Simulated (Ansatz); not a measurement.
# P2Ir (P2_1/c): the dielectric response by several routes, part 2 of 2

How strongly does P2Ir (P2_1/c) screen? Routes: perturbation theory, a sum over states and the RPA step of G0W0.

Ansatz 0.2.0; linear response on LDA, plane waves, PAW. Known limits of the many-body steps: short of the basis limit; no spin polarisation; d states lean on the start; no spin-orbit coupling; coarse k mesh.

So far. Step 2 (Response to a homogeneous field): One over ε∞ averages 0.06, well under the quarter of exact exchange in PBE0, which should therefore open the gap too far. Step 3 (Independent-particle spectrum): The sum gives ε∞ = 16.98, 17.79 and 17.67 without local fields.

**4. RPA screening from the G0W0 run**

G0W0 replaces the xc potential by the self-energy, built once from these orbitals. Only a window of levels is corrected, while the sums run over the empty bands that the input names.

This step: G0W0 on LDA, plane waves, PAW.

input.yaml reads:

```yaml
crystal:
  lattice:
    - [5.7723350975, 0.0, 0.0]
    - [0.0, 5.80673151, 0.0]
    - [-2.1284997265, 0.0, 5.4731408836]
  atoms:
    - { symbol: P, position: [0.1580067, 0.88188186, 0.87028772] }
    - { symbol: P, position: [0.8419933, 0.38188186, 0.62971228] }
    - { symbol: P, position: [0.8419933, 0.11811814, 0.12971228] }
    - { symbol: P, position: [0.1580067, 0.61811814, 0.37028772] }
    - { symbol: P, position: [0.33432299, 0.37720527, 0.18854639] }
    - { symbol: P, position: [0.66567701, 0.87720527, 0.31145361] }
    - { symbol: P, position: [0.66567701, 0.62279473, 0.81145361] }
    - { symbol: P, position: [0.33432299, 0.12279473, 0.68854639] }
    - { symbol: Ir, position: [0.27186641, 0.49883041, 0.79157869] }
    - { symbol: Ir, position: [0.72813359, 0.99883041, 0.70842131] }
    - { symbol: Ir, position: [0.72813359, 0.50116959, 0.20842131] }
    - { symbol: Ir, position: [0.27186641, 0.00116959, 0.29157869] }
kpoints:
  mp_grid: { grid: [4, 2, 4] }
hamiltonian:
  xc: lda
scf:
  occupations: { method: fixed }
gw:
  n_empty_bands: 843
  ecut_chi: 160.0
  qp_bands: [v4, c4]
  qp_kpoints: band_edges
  screening: { model: contour_deformation }
```

The run is started by

```bash
$ ansatz run input.yaml --threads 24 --pin off --max-ram 82944MiB --backend cuda --events-out ev --progress --plain --runs-dir out --devices 1 --max-vram 78GiB
```

The log of the run:

```text
GPUs: using 1 of 1 available (devices: 1).
[...]
Crystal: 12 atoms, lattice volume = 183.451 Å³
Basis set: ecut = 420 eV, 3599 PW (Γ)
Bands: 66, of which v1, the nominal top of the filled ones, is band 54 counted from 1 (53 counted from 0)
Symmetry: 4 space group operations
[...]
k-points: 20 of 32
[...]
12    57     15.6483   -17.3103    -3.7831   -21.5378  0.7665    16.0953    16.0927  root
[...]
19    55     15.3787   -18.4357    -3.6058   -22.5189  0.7710    15.8586    15.8562  root
    19    56     15.3787   -18.4357    -3.6058   -22.5189  0.7710    15.8586    15.8562  root
    19    57     16.1470   -14.1272    -4.0522   -18.4672  0.7551    16.4365    16.4348  root
    19    58     16.1470   -14.1272    -4.0522   -18.4672  0.7551    16.4365    16.4348  root
[key lines of the parts left out:]
SCF converged after 7 iterations
Free energy (F): -52470.924009 eV
Fermi energy:    13.767467 eV
```

The job ended after 42 s (1 × NVIDIA GB200 (shared by 2 runs) with 24 threads of Arm Neoverse V2, shared host; peak memory 4.7 GiB; 2.4 min of CPU time).

Read from the output:

```
bands summed                                 : 897
RPA ε∞ on this mesh (eigenvalues)            : 15.78, 17.46, 18.80
plane waves in the screening matrix          : 843
G0W0 gap on the mesh                         : 1.152 eV
k of the valence top                         : -0.5, -0.5, -0.5
k of the conduction bottom                   : 0, 0, 0
starting gap on the mesh                     : 0.6132 eV
least direct G0W0 gap on the computed points : 2.017 eV
```

The gap on the mesh goes from 0.61 eV to 1.15 eV, a correction of +0.54 eV. Between the two edge states, bare exchange in place of the xc potential would open the gap by 4.20 eV, and correlation takes back 3.66 eV.

Mean over the mesh in bins of 0.25 1/Å. Table of static inverse dielectric function, diagonal by length of q+G:

```
length of q+G (Å⁻¹)  static inverse dielectric function, diagonal
               0.30                                        0.0796
               0.57                                         0.125
               0.77                                         0.167
               1.03                                         0.231
               1.25                                         0.291
               1.50                                         0.359
               1.75                                         0.427
               2.00                                         0.491
               2.25                                         0.554
               2.50                                         0.610
               2.75                                         0.663
               3.00                                         0.707
               3.26                                         0.748
               3.50                                         0.782
               3.75                                         0.814
               4.00                                         0.842
               4.25                                         0.868
               4.50                                         0.889
               4.75                                         0.909
               5.00                                         0.925
               5.25                                         0.939
               5.50                                         0.950
               5.75                                         0.959
               6.00                                         0.966
               6.25                                         0.973
               6.43                                         0.976
```

**5. The values together**

Times are wall times on 1 × NVIDIA GB200 (shared by 2 runs) with 24 threads of Arm Neoverse V2, shared host, good to a factor of about two.

| method | mesh | ε∞, low | middle | high | mean | time |
| --- | --- | --- | --- | --- | --- | --- |
| perturbation theory (local fields and xc kernel) | 4×4×4 (response on 216 points) | 15.85 | 17.19 | 17.25 | 16.77 | 11 s |
| sum over states (no local fields) | 4×4×4 | 16.98 | 17.67 | 17.79 | 17.48 | 7 s |
| RPA with local fields, on the GW mesh | 4×2×4 | 15.78 | 17.46 | 18.80 | 17.35 | 42 s |

**6. Outcome**

```yaml
perturbation_theory_local_fields_and_xc_kernel: 15.85, 17.19, 17.25
sum_over_states_no_local_fields: 16.98, 17.67, 17.79
rpa_with_local_fields_on_the_gw_mesh: 15.78, 17.46, 18.80
```

**Reading.** Mean Born effective charge: P1 2.33, P5 2.65, Ir9 -4.98 e. The ε₂ (xx) has its highest peak at 4.2 eV. The sum without local fields gives 17.48 in the mean against 16.77 by perturbation theory; local fields lower ε∞ and the xc kernel gives part of it back, though the sum also carries the error of its own mesh. The RPA values on the 4×2×4 mesh average 1.03 times those of perturbation theory (means 17.35 and 16.77, which can hide unlike anisotropies). Without the xc kernel RPA should lie a little lower; it lies higher here, so the error of the GW mesh outweighs that. LDA usually puts the gap too low, which tends to raise ε∞. Ions are clamped, so the lattice part of the static constant is not in these numbers.

[Long decimals in the printed logs are rounded to 6 places.]

[Logs are printed without paths, hosts, clocks, repeated set-up lines and the standing remarks that a program may print on its own settings, such as how far it seeks lower states.]

[Paths, hosts, dates, memory and timing lines, banners, echoed tables and standing remarks are left out of the program output; an Ansatz launch command may be rebuilt from the run's recorded settings. Measured values are a selection of at most five: reports struck by readers or far from the other reports are left out. None is set beside runs whose start may be inverted or whose files or cutoffs have a known fault.]

[Runs of the session that timed out or met a known fault of the program may be left out.]

[Cells called generated may have been cut or substituted from an entry of the Crystallography Open Database or the Materials Project.]

[Hosts, paths, dates, database ids (printed as entryN), source tags and the programs' standing remarks are cut or masked in the printed files.]

[Where the starting crystal was built by hand or by swapping elements, it need not be the compound's stable phase.]
